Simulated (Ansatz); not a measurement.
In doubt: one-shot GW on d or f shells is unsure, so the values of those runs are not to be relied on.

Planning a GW calculation on GaCuCCl4O (P-1).

```xyz
16
Lattice="6.8769 0.0000 0.0000 0.5222 6.9960 0.0000 3.0742 1.1449 8.1219" Properties=species:S:1:pos:R:3 pbc="T T T"
Ga    4.1768    6.1740    6.2078
Ga    6.2966    1.9670    1.9141
Cu    1.2170    5.3860    1.7897
Cu    9.2563    2.7549    6.3322
C     3.0083    5.6725    1.7409
C     7.4650    2.4685    6.3810
Cl    9.7694    6.4278    8.0318
Cl    0.7039    1.7132    0.0901
Cl    7.0903    7.1359    3.1462
Cl    3.3830    1.0051    4.9757
Cl    7.2056    3.6276    3.1025
Cl    3.2677    4.5133    5.0194
Cl    6.2424    5.7907    6.6759
Cl    4.2309    2.3503    1.4460
O     4.1190    5.9276    1.7740
O     6.3543    2.2133    6.3479
```

Geometry: measured cell, ions relaxed with PBE. The runs that relaxed it are not among those shown.

Runs so far (Ansatz 0.2.0, start PBE, PAW set soft_1 files, 2×2×2 mesh). Times are wall times on 1 × NVIDIA H100 80GB HBM3 (shared by 6 runs) with 2 threads of AMD EPYC 7R13 (Zen 3), shared host, good to a factor of about two.

```tsv
bands summed	cutoff (eV)	gap on the mesh (eV)	time
215	30	6.844	11 s
482	60	5.946	26 s
```

What should the next rung give, with 957 bands and screening to 100 eV, and where is the limit?

The error falls about as one over the bands when the cutoff rises with them. A line through the two highest rungs given predicts 5.586 eV; the run gave 5.545 eV, a miss of 0.041 eV, so the law holds only roughly here. The two highest rungs put the limit near 5.139 eV, the pair below near 5.222 eV; their difference is a rough measure of what is unsettled in bands and cutoff; the mesh is a separate error.

Gaps are over the mesh's points; an edge off the mesh would be missed. Limits: not at the basis limit; d shell near the gap, gap tends to lie low; no spin-orbit coupling; coarse k mesh.

[Paths, hosts, dates, memory and timing lines, banners, echoed tables and standing remarks are left out of the program output.]

[Logs are printed without paths, hosts, clocks, repeated set-up lines and the standing remarks that a program may print on its own settings, such as how far it seeks lower states.]

[Runs of the session that timed out or met a known fault of the program may be left out.]

[Cells called generated may have been cut or substituted from an entry of the Crystallography Open Database or the Materials Project.]

[Hosts, paths, dates, database ids (printed as entryN), source tags and the programs' standing remarks are cut or masked in the printed files.]
